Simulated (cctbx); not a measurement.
# Resonant diffraction in Y2Cd2O5

Space group P-1 (no. 2), a = 3.4280 Å, b = 7.4200 Å, c = 11.2320 Å, α = 83.20°, β = 86.99°, γ = 85.02°.

| atom | mult. | x | y | z | Ueq (Å²) |
| --- | --- | --- | --- | --- | --- |
| Cd1 | 2 | 0.3034 | 0.3687 | 0.8924 | 0.0037 |
| Cd2 | 2 | 0.1888 | 0.8206 | 0.3285 | 0.0041 |
| Y1 | 2 | 0.3029 | 0.3801 | 0.3895 | 0.0040 |
| Y2 | 2 | 0.8238 | 0.1828 | 0.1700 | 0.0050 |
| O1 | 2 | 0.7690 | 0.4630 | 0.2701 | 0.0081 |
| O2 | 2 | 0.7538 | 0.3371 | 0.5185 | 0.0091 |
| O3 | 2 | 0.3562 | 0.2818 | 0.0583 | 0.0089 |
| O4 | 2 | 0.3327 | 0.1503 | 0.3061 | 0.0105 |
| O5 | 2 | 0.0073 | 0.1033 | 0.8323 | 0.0089 |

The model was made for the exercise: a known structure type with other elements put in, its volume estimated, not relaxed; displacement parameters are assumed.

Calculated with cctbx: free-atom f′ and f″ from the Sasaki tables, no fine structure; amplitudes in electrons.

```
E (eV)  F 0 -2 1  F 0 2 0  F 0 2 1  F 0 1 2
 26111      18.5    102.6      1.1     70.3
 26461      18.8    101.5      1.3     69.6
 26591      19.0    100.6      1.6     69.1
 26651      19.3     99.7      1.9     68.5
 26681      19.5     98.8      2.2     68.0
 26696      19.7     97.9      2.6     67.5
 26703      19.9     97.2      2.8     67.1
 26707      20.1     96.3      3.2     66.6
 26715      20.4     95.3      3.6     65.9
 26719      20.1     96.5      3.1     66.7
 26726      19.8     97.8      2.6     67.4
 26741      19.5     98.8      2.2     68.1
 26771      19.3     99.8      1.8     68.7
 26861      18.9    101.2      1.3     69.4
 27111      18.6    102.6      0.9     70.3
```

**Question.** Which edge is crossed, and why do the reflections move as they do?

The K edge of Cd. The edge is at 26711 eV. f′ of Cd falls from -4.8 e at 26591 eV to -7.8 e at 4 eV below it, and f″ steps from 0.56 to 3.60 e across it. Over that approach |F| changes by +6 % (0 -2 1), -4 % (0 2 0), +100 % (0 2 1) and -4 % (0 1 2): a reflection falls where Cd scatters in phase with the total and rises where it scatters against it; it hardly moves where the Cd term is small or cancels by symmetry. Above the edge the larger f″ enters the imaginary part, where it can add to or cancel the other atoms' f″. The structure is centrosymmetric, so Friedel mates stay equal.

[Logs are printed without paths, hosts, clocks, repeated set-up lines and the standing remarks that a program may print on its own settings, such as how far it seeks lower states.]
